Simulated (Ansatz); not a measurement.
# SbAs (model cell, started as zinc blende): phonons and vibrational spectra

Wanted: phonon frequencies of SbAs (model cell, started as zinc blende) and what follows from them.

Calculated with Ansatz 0.2.0; DFT PBEsol, scalar-relativistic, plane waves, PAW.

The structure was built from a prototype and need not be the compound's stable phase.

## 1. The starting structure

The structure is cubic, space group F-43m (No. 216). Conventional cell: a = 6.187 Å, b = 6.187 Å, c = 6.187 Å, α = 90.00°, β = 90.00°, γ = 90.00°. Sb has 4 As at 2.68 Å nearest. Nearest to As lie 4 Sb at 2.68 Å. Farther neighbours are not listed.

## 2. Bringing the structure to rest

The cell and atoms are relaxed, since residual forces and stress would shift the frequencies.

input.yaml

```yaml
crystal:
  lattice:
    - [0.0, 3.09344, 3.09344]
    - [3.09344, 0.0, 3.09344]
    - [3.09344, 3.09344, 0.0]
  atoms:
    - { symbol: Sb, position: [0.0, 0.0, 0.0] }
    - { symbol: As, position: [0.25, 0.25, 0.25] }
kpoints:
  mp_grid: { grid: [12, 12, 12] }
hamiltonian:
  xc: pbesol
scf:
  occupations: { method: gaussian, width: 0.1 }
output:
  forces: true
  stress: true
  eigenvalues: true
  write_density: true
  write_potential: true
  elf: true
  volumetric_format: npy
relax:
  adjacent_minimum: "off"
  f_tol: 0.005
  max_steps: 80
  cell: { stress_tol: 0.05 }
```

The run is started by

```console
> ansatz run input.yaml --threads 4 --pin off --max-ram 7168MiB --backend cpu --events-out ev --progress --plain --runs-dir out
```

Numbers of over 12 decimals in the logs are rounded to 6 here.

The program printed:

```text
Engine: ansatz 0.2.0, aarch64-unknown-linux-gnu
Pseudopotentials: kind: paw
Pseudopotential: Sb, paw, valence charge 15, recommended cutoff 420 eV (normal), Sb.paw.azcp
Pseudopotential: As, paw, valence charge 15, recommended cutoff 420 eV (normal), As.paw.azcp
Functional definition: PBEsol
  exchange = pbesol_x
  correlation = pbesol_c
Crystal: 2 atoms, lattice volume = 59.205 Å³
Basis set: ecut = 420 eV, 1139 PW (Γ), exchange–correlation on 60×60×60 points (8 copies of the dense FFT grid, shifted against one another)
Bands: 19, of which v1, the nominal top of the filled ones, is band 15 counted from 1 (14 counted from 0)
Symmetry: 24 space group operations
Space group: F-43m (ITA 216), of the structure as read, at distance tolerance 3.9e-5 Å
k-points: 72 of 1728 (time reversal used)
Non-local potential: Sb, projectors of the file, l = 0: 2, l = 1: 2, l = 2: 2, l = 3: 2
Non-local potential: As, projectors of the file, l = 0: 2, l = 1: 2, l = 2: 3, l = 3: 1
PAW form: soft (Blöchl's): semilocal exchange-correlation on the pseudo side does not see the compensation charge
PAW frozen core: Sb, regenerated for the run's functional, and the local potential with it (the file was generated under x = pbe(κ = 0.804, μ = 0.219515), c = pbe(β = 0.066725))
PAW frozen core: As, regenerated for the run's functional, and the local potential with it (the file was generated under x = pbe(κ = 0.804, μ = 0.219515), c = pbe(β = 0.066725))
PAW one-centre angular grid: Sb, 590 points (default); XC on 64 Gauss nodes
PAW one-centre angular grid: As, 590 points (default); XC on 64 Gauss nodes
Initial density: superposition of atomic densities (neutral atoms: chi_scale 0, normalization atom), corrected by the library's trained network
Initial wavefunctions: pseudopotential atomic-orbital guess
Functional: x = pbesol(κ = 0.804, μ = 0.123457), c = pbesol(β = 0.046)
SCF iter   1: F=—  HF=-11220.253454 eV  |F-HF|=—  |Δ(HF+E_count)|=         —  Δρ=2.27e-3  dr2=4.23e-3  ethr=1.77e-3  ⟨swp⟩=5.7  Hψ=6784  notcnv=0
preconditioner: auto → none  [insulator: Δε(μ)=0.132 eV  Ē_g=9.260 eV  σ=0.100 eV  W_gap=0.63  n_scr=14 (ndim 8)  ℏωp=15.3 eV  f_vac=0.056  D(μ)=0.38/eV (n_scr^D=0)  ε∞_Penn≈3.7]
SCF iter   2: F=—  HF=-11220.251199 eV  |F-HF|=—  |Δ(HF+E_count)|=   2.26e-3  Δρ=1.07e-3  dr2=5.57e-4  ethr=1.41e-5  ⟨swp⟩=2.5  Hψ=2636  notcnv=0
SCF iter   3: F=—  HF=-11220.251132 eV  |F-HF|=—  |Δ(HF+E_count)|=   6.63e-5  Δρ=4.23e-4  dr2=1.13e-4  ethr=1.86e-6  ⟨swp⟩=2.0  Hψ=2093  notcnv=0
SCF iter   4: F=—  HF=-11220.251137 eV  |F-HF|=—  |Δ(HF+E_count)|=   4.27e-6  Δρ=1.59e-4  dr2=6.95e-6  ethr=3.78e-7  ⟨swp⟩=2.8  Hψ=2335  notcnv=0
SCF iter   5: F=—  HF=-11220.251141 eV  |F-HF|=—  |Δ(HF+E_count)|=   4.67e-6  Δρ=4.15e-5  dr2=7.50e-7  ethr=2.32e-8  ⟨swp⟩=2.0  Hψ=2453  notcnv=0
SCF iter   6: F=-11220.251140 eV  HF=-11220.251140 eV  |F-HF|=1.22e-7  |Δ(HF+E_count)|=   9.71e-7  Δρ=1.33e-5  dr2=8.67e-8  ethr=3.33e-10  ⟨swp⟩=9.9  Hψ=10903  notcnv=0
SCF 1 converged in 6 iterations: F = -11220.251140 eV  dr2 = 8.67e-8
  Residual-converged pass: ⟨swp⟩=1.0  Hψ=1658  notcnv=0  max |occ|·‖R‖ = 7.0e-9 eV (tolerance 1.0e-8 eV)  dr2=8.67e-8  dr2_onsite=7.12e-8  max |Δocc| = 4.9e-11
  greatest PAW one-centre occupation: 0.999 electrons in one spin orbital (limit 2), on the As atom at site 1 (counted from 0), in its partial waves of l = 2
relax step   1: F+E_penalty+E_count = -11220.25114019 eV  Δ(F+E_penalty+E_count) = +0.000e0 eV  max|allowed force component| = 6.661e-16 eV/Å  Δτ_max = 0.0000 Å  P = +6.097 GPa  Ω = 59.205 Å³  (6 SCF iters, dr2 threshold 1.00e-7 eV, accepted)
Crystal: 2 atoms, lattice volume = 68.298 Å³
Basis set: ecut = 420 eV, 1363 PW (Γ), exchange–correlation on 60×60×60 points (8 copies of the dense FFT grid, shifted against one another)
Initial density: handed on by an earlier stage of this run
Initial wavefunctions: those handed on with the density
iter 1 solved again at ethr=2.01e-5 eV; its pass at ethr=3.10e-3 eV (dr2=6.03e-3 eV) is discarded
SCF iter   1: F=—  HF=-11220.368427 eV  |F-HF|=—  |Δ(HF+E_count)|=         —  Δρ=2.45e-3  dr2=6.20e-3  ethr=2.01e-5  ⟨swp⟩=1.7  Hψ=9620  notcnv=0
preconditioner: auto → Kerker (q_TF=auto, 2.379 Å⁻¹)  [metal: Δε(μ)=0.015 eV  Ē_g=8.626 eV  σ=0.100 eV  W_gap=0.08  n_scr=14 (ndim 8)  ℏωp=14.2 eV  f_vac=0.119  D(μ)=0.83/eV (n_scr^D=0)]
SCF iter   2: F=—  HF=-11220.367831 eV  |F-HF|=—  |Δ(HF+E_count)|=   5.97e-4  Δρ=1.53e-3  dr2=2.43e-3  ethr=2.01e-5  ⟨swp⟩=1.2  Hψ=1533  notcnv=0
SCF iter   3: F=—  HF=-11220.367528 eV  |F-HF|=—  |Δ(HF+E_count)|=   3.03e-4  Δρ=4.53e-4  dr2=3.42e-4  ethr=8.10e-6  ⟨swp⟩=2.0  Hψ=2129  notcnv=0
SCF iter   4: F=—  HF=-11220.367392 eV  |F-HF|=—  |Δ(HF+E_count)|=   1.36e-4  Δρ=2.37e-4  dr2=9.41e-5  ethr=1.14e-6  ⟨swp⟩=2.0  Hψ=2453  notcnv=0
SCF iter   5: F=—  HF=-11220.367403 eV  |F-HF|=—  |Δ(HF+E_count)|=   1.10e-5  Δρ=8.91e-5  dr2=1.10e-5  ethr=3.14e-7  ⟨swp⟩=2.0  Hψ=1635  notcnv=0
SCF iter   6: F=—  HF=-11220.367412 eV  |F-HF|=—  |Δ(HF+E_count)|=   9.14e-6  Δρ=3.97e-5  dr2=1.52e-6  ethr=3.66e-8  ⟨swp⟩=2.0  Hψ=1736  notcnv=0
SCF iter   7: F=-11220.367413 eV  HF=-11220.367413 eV  |F-HF|=1.08e-7  |Δ(HF+E_count)|=   8.60e-7  Δρ=7.07e-6  dr2=4.77e-8  ethr=6.67e-10  ⟨swp⟩=7.5  Hψ=10105  notcnv=0
SCF 2 converged in 7 iterations: F = -11220.367413 eV  dr2 = 4.77e-8
relax step   2: F+E_penalty+E_count = -11220.36741289 eV  Δ(F+E_penalty+E_count) = -1.163e-1 eV  max|allowed force component| = 4.071e-16 eV/Å  Δτ_max = 0.0000 Å  P = -1.122 GPa  Ω = 68.298 Å³  energy of the carried Pulay correction = -1.533e-3 eV  (7 SCF iters, dr2 threshold 2.00e-7 eV, accepted)
Crystal: 2 atoms, lattice volume = 66.707 Å³
Basis set: ecut = 420 eV, 1291 PW (Γ), exchange–correlation on 60×60×60 points (8 copies of the dense FFT grid, shifted against one another)
iter 1 solved again at ethr=5.51e-7 eV; its pass at ethr=3.10e-3 eV (dr2=1.65e-4 eV) is discarded
SCF iter   1: F=—  HF=-11220.374182 eV  |F-HF|=—  |Δ(HF+E_count)|=         —  Δρ=3.86e-4  dr2=1.60e-4  ethr=5.51e-7  ⟨swp⟩=2.6  Hψ=9124  notcnv=0
preconditioner: auto → Kerker (q_TF=auto, 2.388 Å⁻¹)  [metal: Δε(μ)=0.115 eV  Ē_g=8.751 eV  σ=0.100 eV  W_gap=0.49  n_scr=14 (ndim 8)  ℏωp=14.4 eV  f_vac=0.102  D(μ)=0.85/eV (n_scr^D=0)]
SCF iter   2: F=—  HF=-11220.374163 eV  |F-HF|=—  |Δ(HF+E_count)|=   1.92e-5  Δρ=2.39e-4  dr2=6.23e-5  ethr=5.34e-7  ⟨swp⟩=1.1  Hψ=1464  notcnv=0
SCF iter   3: F=—  HF=-11220.374153 eV  |F-HF|=—  |Δ(HF+E_count)|=   9.39e-6  Δρ=7.60e-5  dr2=9.48e-6  ethr=2.08e-7  ⟨swp⟩=2.0  Hψ=2165  notcnv=0
SCF iter   4: F=—  HF=-11220.374149 eV  |F-HF|=—  |Δ(HF+E_count)|=   4.59e-6  Δρ=4.02e-5  dr2=2.40e-6  ethr=3.16e-8  ⟨swp⟩=2.0  Hψ=2454  notcnv=0
SCF iter   5: F=—  HF=-11220.374149 eV  |F-HF|=—  |Δ(HF+E_count)|=   1.91e-7  Δρ=1.43e-5  dr2=2.31e-7  ethr=8.00e-9  ⟨swp⟩=2.0  Hψ=1654  notcnv=0
SCF iter   6: F=-11220.374149 eV  HF=-11220.374149 eV  |F-HF|=2.84e-10  |Δ(HF+E_count)|=   1.79e-7  Δρ=7.51e-6  dr2=3.56e-8  ethr=6.67e-10  ⟨swp⟩=10.0  Hψ=10986  notcnv=0
SCF 3 converged in 6 iterations: F = -11220.374149 eV  dr2 = 3.56e-8
relax step   3: F+E_penalty+E_count = -11220.37414897 eV  Δ(F+E_penalty+E_count) = -6.736e-3 eV  max|allowed force component| = 5.274e-16 eV/Å  Δτ_max = 0.0000 Å  P = -0.169 GPa  Ω = 66.707 Å³  energy of the carried Pulay correction = -1.281e-3 eV  (6 SCF iters, dr2 threshold 2.00e-7 eV, accepted)
[...]
relax step   4: F+E_penalty+E_count = -11220.37433319 eV  Δ(F+E_penalty+E_count) = -1.842e-4 eV  max|allowed force component| = 4.533e-16 eV/Å  Δτ_max = 0.0000 Å  P = +0.005 GPa  Ω = 66.433 Å³  energy of the carried Pulay correction = -1.236e-3 eV  (4 SCF iters, dr2 threshold 7.11e-8 eV, accepted)
Basis set: ecut = 420 eV, 1291 PW (Γ), exchange–correlation on 64×64×64 points (8 copies of the dense FFT grid, shifted against one another)
Initial wavefunctions: pseudopotential atomic-orbital guess (no wavefunctions were taken with the density)
iter 1 solved again at ethr=1.59e-7 eV; its pass at ethr=3.10e-3 eV (dr2=4.77e-5 eV) is discarded
SCF iter   1: F=—  HF=-11220.375442 eV  |F-HF|=—  |Δ(HF+E_count)|=         —  Δρ=8.96e-5  dr2=6.35e-7  ethr=1.59e-7  ⟨swp⟩=2.9  Hψ=10002  notcnv=0
preconditioner: auto → none  [insulator: Δε(μ)=0.114 eV  Ē_g=8.766 eV  σ=0.100 eV  W_gap=0.50  n_scr=14 (ndim 8)  ℏωp=14.4 eV  f_vac=0.104  D(μ)=0.87/eV (n_scr^D=0)  ε∞_Penn≈3.7]
SCF iter   2: F=—  HF=-11220.375452 eV  |F-HF|=—  |Δ(HF+E_count)|=   1.03e-5  Δρ=4.59e-5  dr2=2.04e-7  ethr=2.12e-9  ⟨swp⟩=2.0  Hψ=2453  notcnv=0
SCF iter   3: F=—  HF=-11220.375455 eV  |F-HF|=—  |Δ(HF+E_count)|=   2.90e-6  Δρ=1.42e-5  dr2=3.30e-8  ethr=6.80e-10  ⟨swp⟩=2.0  Hψ=1735  notcnv=0
SCF iter   4: F=—  HF=-11220.375455 eV  |F-HF|=—  |Δ(HF+E_count)|=   2.79e-7  Δρ=4.10e-6  dr2=1.82e-8  ethr=1.10e-10  ⟨swp⟩=2.0  Hψ=2456  notcnv=0
SCF iter   5: F=—  HF=-11220.375455 eV  |F-HF|=—  |Δ(HF+E_count)|=   5.05e-9  Δρ=9.36e-7  dr2=2.52e-10  ethr=6.07e-11  ⟨swp⟩=2.0  Hψ=1644  notcnv=0
SCF iter   6: F=-11220.375455 eV  HF=-11220.375455 eV  |F-HF|=3.64e-12  |Δ(HF+E_count)|=  3.49e-10  Δρ=1.23e-7  dr2=3.76e-12  ethr=1.00e-12  ⟨swp⟩=4.3  Hψ=6614  notcnv=0
SCF 5 converged in 6 iterations: F = -11220.375455 eV  dr2 = 3.76e-12
relax step   5: F+E_penalty+E_count = -11220.37545539 eV  Δ(F+E_penalty+E_count) = -1.122e-3 eV  max|allowed force component| = 3.886e-16 eV/Å  Δτ_max = 0.0000 Å  P = +0.003 GPa  Ω = 66.433 Å³  stress off target by 3.46e-3 GPa  SCF on the basis re-selected at this cell (its energy is not comparable with the rows above)  (6 SCF iters)
basis re-selected at this cell: Δ(F+E_penalty+E_count) = -1.122e-3 eV, ΔP = -0.002 GPa vs the last step (what re-selecting the basis moved, of the pressure what is left beyond the Pulay correction that the steps carried, after the strain that the cell walked since its last selection, with what the two solves' SCF thresholds leave and, on support functions, any second-order correction that the steps lacked; it is no measure of the basis error at this ecutwfc). The dense FFT grid was sized anew with the basis: this SCF ran on 32×32×32 points, the steps before it on 30×30×30, so part of this shift can come from that change (see relax.cell in the input reference). [rest of the remark cut]
SCF converged after 6 iterations
Free energy (F): -11220.375455 eV
Harris-Foulkes:  -11220.375455 eV  (|F-HF|=3.64e-12)
Internal energy: -11220.371098 eV  (E = F + TS)
E sigma→0 (E₀):  -11220.373277 eV
Entropy (-TS):   -0.004358 eV (-2.179 meV/atom)
Fermi energy:    6.872507 eV
--- Per-component energies (eV) ---
  E_band       = -499.179708
  E_kinetic    = 308.671764
  E_local      = -3940.427686  (includes V_loc(G=0)·N_el)
  E_nonlocal   = -305.430667
  E_hartree    = 1935.917092
  E_xc         = -215.230461
  E_vxc        = -174.435487  (∫ρ·V_xc dr)
  E_paw        = -6290.503560  (= ΣΔE_a)
  E_vpaw       = -259.391807  (= ΣTr[D̂ρ^β])
  E_aug_tail   = 0.000006  (compensation charges beyond the density's cutoff)
  E_ewald      = -2714.665872
  E_core_change = 1.298286  (= ΣΔE_core)
  E_smearing   = -0.004358  (= −TS)
  E_closure    = 0.000000  (closes the sum)
  Σ components = -11220.375455   (vs F -11220.375455, Δ=0.00e0)
--- Forces (eV/Å), atoms counted from 1 ---
  atom   1  Sb    -0.00000000     0.00000000     0.00000000
  atom   2  As     0.00000000    -0.00000000    -0.00000000
  max |Σ_I F_I| component: 4.81e-16 eV/Å
--- Stress (GPa, compression-positive) ---
        0.003455      -0.000000      -0.000000
       -0.000000       0.003455       0.000000
       -0.000000       0.000000       0.003455
  P = ⅓ Tr σ = 0.0035 GPa (0.035 kbar)
--- Band table (eV; the first three rows and the last of 72) ---
  k-point 0: bands = [... 11 lower, 1.4509, 4.9215, 4.9215, 4.9215, 7.5591, 7.5591, 7.5591, 11.2248]
  k-point 1: bands = [... 11 lower, 1.1838, 4.8341, 4.8341, 4.9609, 7.6760, 7.6861, 7.6861, 11.5290]
  k-point 2: bands = [... 11 lower, 0.5390, 4.6288, 4.6288, 4.9379, 7.9875, 7.9875, 8.1277, 12.2326]
  k-point 71: bands = [... 11 lower, -2.6614, 2.6495, 2.6705, 7.8228, 7.9876, 9.3386, 10.1104, 13.1648]
--- Relaxed structure (4 steps of the walk, 4 accepted, 1 SCFs on fresh bases) ---
  F+E_penalty+E_count = -11220.37545539 eV   max|allowed force component| = 3.886e-16 eV/Å   (the final SCF, on the basis selected at the relaxed cell)
  cell:  # Å, volume = 66.4333 Å³
    - [0, 3.214539, 3.214539]
    - [3.214539, 0, 3.214539]
    - [3.214539, 3.214539, 0]
  atoms:
    - { symbol: Sb, position: [0, 0, 0] }
    - { symbol: As, position: [0.25, 0.25, 0.25] }
```

Run time: 9.4 s. Hardware: 4 threads of Arm Neoverse V2, shared host; peak memory 0.46 GiB.

Step by step:

| step | energy less that of the first step (eV) | largest force component (eV/Å) | pressure (GPa) | volume (Å³) |
| --- | --- | --- | --- | --- |
| 1 | 0.0000 | 0.0000 | 6.10 | 59.20 |
| 2 | -0.1163 | 0.0000 | -1.12 | 68.30 |
| 3 | -0.1230 | 0.0000 | -0.17 | 66.71 |
| 4 | -0.1232 | 0.0000 | 0.01 | 66.43 |
| 5* | -0.1243 | 0.0000 | 0.00 | 66.43 |

Relaxation steps marked * repeat the geometry before them on a plane-wave basis chosen anew for their cell, so energy and pressure can jump there.

Forces are held to the 24 operations that the run works with; a distortion that breaks them can't arise in this run.

| conventional cell, symmetrised | before | after | change |
| --- | --- | --- | --- |
| a (Å) | 6.187 | 6.429 | +3.9 % |
| b (Å) | 6.187 | 6.429 | +3.9 % |
| c (Å) | 6.187 | 6.429 | +3.9 % |
| volume (Å³/atom) | 29.60 | 33.22 | +12.2 % |

Final coordinates:

```
Sb As
1.0
     0.00000    3.21454    3.21454
     3.21454    0.00000    3.21454
     3.21454    3.21454    0.00000
Sb As
1 1
Direct
  0.00000 0.00000 0.00000
  0.25000 0.25000 0.25000
```

Numbers from this step:

| Quantity | Value |
| --- | --- |
| pressure | 0.003455 GPa |
| volume per atom | 33.22 Å³ |
| gap on the k-mesh | 0 eV |

ELF in the ac plane of a cell with a along [110], b along [-110] and c along [001] of the cube at fractional y = 0.500, with atoms of Sb and As within 0.2 Å of it. It is the smooth field of the valence electrons, not physical close to the nuclei.

Values, 9 rows by 16 columns, each cell a mean:
```
0.11 0.07 0.04 0.03 0.03 0.03 0.06 0.10 0.11 0.07 0.04 0.03 0.03 0.03 0.06 0.10
0.03 0.04 0.06 0.10 0.11 0.08 0.04 0.03 0.03 0.04 0.06 0.10 0.11 0.08 0.04 0.03
0.04 0.12 0.30 0.38 0.39 0.34 0.17 0.05 0.04 0.12 0.30 0.38 0.39 0.34 0.17 0.05
0.10 0.31 0.43 0.27 0.22 0.39 0.39 0.13 0.10 0.31 0.43 0.27 0.22 0.39 0.39 0.13
0.36 0.43 0.37 0.07 0.02 0.29 0.44 0.36 0.36 0.43 0.37 0.07 0.02 0.29 0.44 0.36
0.60 0.62 0.49 0.33 0.30 0.44 0.60 0.62 0.60 0.62 0.49 0.33 0.30 0.44 0.60 0.62
0.32 0.61 0.51 0.35 0.34 0.44 0.63 0.40 0.32 0.61 0.51 0.35 0.34 0.44 0.63 0.40
0.54 0.61 0.38 0.11 0.09 0.28 0.57 0.57 0.54 0.61 0.38 0.11 0.09 0.28 0.57 0.57
0.46 0.34 0.14 0.03 0.03 0.09 0.28 0.44 0.46 0.34 0.14 0.03 0.03 0.09 0.28 0.44
```
Columns run along a (9.1 Å), rows up along c (6.4 Å), edges of the conventional cell, whose origin can differ from the input's. Atoms in or near the plane, at fractional coordinates: Sb at (0.75, 0.50), Sb at (0.25, 0.50), As at (0.50, 0.25), As at (0.00, 0.25).

Electrostatic potential energy in the ac plane of a cell with a along [110], b along [-110] and c along [001] of the cube at fractional y = 0.500, with atoms of Sb and As within 0.2 Å of it. With pseudopotentials it is smooth inside the atoms' cores, unlike the true potential.

Values in eV, 9 rows by 16 columns, each cell a mean:
```
 10  11  11  11  11  11  11  10  10  11  11  11  11  11  11  10
 11  11  11  10  10  11  11  11  11  11  11  10  10  11  11  11
 11  10   8   5   4   7  10  11  11  10   8   5   4   7  10  11
 10   8  -3 -17 -18  -8   6  10  10   8  -3 -17 -18  -8   6  10
  8   6 -10 -20 -20 -16   4   8   8   6 -10 -20 -20 -16   4   8
 -5   0   0 -12 -14  -4   2  -5  -5   0   0 -12 -14  -4   2  -5
  9  -7   6   7   7   7  -4   4   9  -7   6   7   7   7  -4   4
 -3  -3   8  10  11   9   1  -5  -3  -3   8  10  11   9   1  -5
  6   9  10  11  11  11   9   7   6   9  10  11  11  11   9   7
```
Columns run along a (9.1 Å; values clipped at the 3rd and 97th percentile), rows up along c (6.4 Å), edges of the conventional cell, whose origin can differ from the input's. Atoms in or near the plane, at fractional coordinates: Sb at (0.75, 0.50), Sb at (0.25, 0.50), As at (0.50, 0.25), As at (0.00, 0.25).

Valence density in the ac plane of a cell with a along [110], b along [-110] and c along [001] of the cube at fractional y = 0.500, with atoms of Sb and As within 0.2 Å of it. It is the smooth field of the valence electrons, not physical close to the nuclei.

Values in e/Å³, 9 rows by 16 columns, each cell a mean:
```
 0  0  0  0  0  0  0  0  0  0  0  0  0  0  0  0
 0  0  0  0  0  0  0  0  0  0  0  0  0  0  0  0
 0  0  0  0  0  0  0  0  0  0  0  0  0  0  0  0
 0  0  0  2  3  1  0  0  0  0  0  2  3  1  0  0
 0  0  1  9 13  2  0  0  0  0  1  9 13  2  0  0
 2  0  0  1  2  1  0  1  2  0  0  1  2  1  0  1
17  2  0  0  0  0  1 11 17  2  0  0  0  0  1 11
 4  1  0  0  0  0  0  3  4  1  0  0  0  0  0  3
 0  0  0  0  0  0  0  0  0  0  0  0  0  0  0  0
```
Columns run along a (9.1 Å), rows up along c (6.4 Å), edges of the conventional cell, whose origin can differ from the input's. Atoms in or near the plane, at fractional coordinates: Sb at (0.75, 0.50), Sb at (0.25, 0.50), As at (0.50, 0.25), As at (0.00, 0.25).

In this step the volume went from 29.60 to 33.22 Å³/atom.

## 3. Bringing the structure to rest

The relaxation is repeated from its end on the same settings, as a check that it has come to rest.

input.yaml, the sections that differ from step 2:

```yaml
crystal:
  lattice:
    - [0.0, 3.2145385099, 3.2145385099]
    - [3.2145385099, 0.0, 3.2145385099]
    - [3.2145385099, 3.2145385099, 0.0]
  atoms:
    - { symbol: Sb, position: [0.0, 0.0, 0.0] }
    - { symbol: As, position: [0.25, 0.25, 0.25] }
output:
  forces: true
  stress: true
  eigenvalues: true
# kpoints, hamiltonian, scf, relax: as in step 2
```

The program printed:

```text
[...]
Crystal: 2 atoms, lattice volume = 66.433 Å³
Basis set: ecut = 420 eV, 1291 PW (Γ), exchange–correlation on 64×64×64 points (8 copies of the dense FFT grid, shifted against one another)
Bands: 19, of which v1, the nominal top of the filled ones, is band 15 counted from 1 (14 counted from 0)
Symmetry: 24 space group operations
[...]
k-points: 72 of 1728 (time reversal used)
[...]
k-point 71: bands = [... 11 lower, -2.6614, 2.6495, 2.6705, 7.8228, 7.9876, 9.3386, 10.1104, 13.1648]
--- Relaxed structure (1 steps of the walk, 1 accepted, 1 SCFs on fresh bases) ---
[...]
cell:  # Å, volume = 66.4333 Å³
    - [0.0, 3.2145385099, 3.2145385099]
    - [3.2145385099, 0.0, 3.2145385099]
    - [3.2145385099, 3.2145385099, 0.0]
  atoms:
    - { symbol: Sb, position: [0.0, 0.0, 0.0] }
    - { symbol: As, position: [0.25, 0.25, 0.25] }
[key lines of the parts left out:]
SCF converged after 5 iterations
Free energy (F): -11220.375455 eV
Fermi energy:    6.872507 eV
P = ⅓ Tr σ = 0.0035 GPa (0.035 kbar)
```

It took 4.1 s on 4 threads; peak memory 0.45 GiB.

Little changed from the start: no atom moved by 0.005 Å and no cell edge by 0.1 %.

Numbers from this step:

* pressure: 0.003456 GPa

In this step the volume went from 33.22 to 33.22 Å³/atom.

[end of part 1 of 3]

[Logs are printed without paths, hosts, clocks, repeated set-up lines and the standing remarks that a program may print on its own settings, such as how far it seeks lower states.]

[Hosts, paths, dates, database ids (printed as entryN), source tags and the programs' standing remarks are cut or masked in the printed files.]
